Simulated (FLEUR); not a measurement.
Computed results, one entry a study.

```
! title: Magnetic state of NiO from several starts
! method: PBEsol with U = 6 eV on Ni d; all-electron FLAPW, Dirac cores, scalar-relativistic bands
! program: FLEUR MaX-R8.1
! settings of one run: kmax 4.32 1/bohr, gmax 13 1/bohr, muffin tin radii Ni: 2.46, O: 1.39 bohr, lmax Ni: [10, 8], O: [6, 4], hist occupations, smearing width 0.05 eV, mixer Anderson, mixing 0.05, max iterations 130, stop 0.0001 me/bohr³, collinear spin, 8×8×4 k-mesh, double counting FLL, mesh matched on, starting moments 2 -2 0 0 μB
! cost: 3 runs, 2.6 min in all on 4 MPI ranks of Arm Neoverse V1, shared host (the runs of this entry)
! notes: Only 3 starts were tried; other patterns of signs, canted and longer-period orders were not.
! lowest state found: antiferromagnetic (initial antiferro q=(0,0,1/2) +-)
! largest site spin moment: 1.68 μB
! next finished state: ferromagnetic, 92.7 meV a seeded atom higher
CELL_PARAMETERS angstrom
0.00000 2.08590 2.08590
2.08590 0.00000 2.08590
4.17180 4.17180 0.00000
ATOMIC_POSITIONS crystal
Ni 0.00000 0.00000 0.00000
Ni 0.00000 0.00000 0.50000
O 0.50000 0.50000 0.25000
O 0.50000 0.50000 0.75000
```

[Logs and program files are shortened in this print: banners, set-up blocks, solver, clock and traceback lines can be left out without a mark of their own.]

[Logs are printed without paths, hosts, clocks, repeated set-up lines and the standing remarks that a program may print on its own settings, such as how far it seeks lower states.]

[Hosts, paths, dates, database ids (printed as entryN), source tags and the programs' standing remarks are cut or masked in the printed files.]

[Where a cell is said to come from a database of computed structures, the database is the Materials Project.]
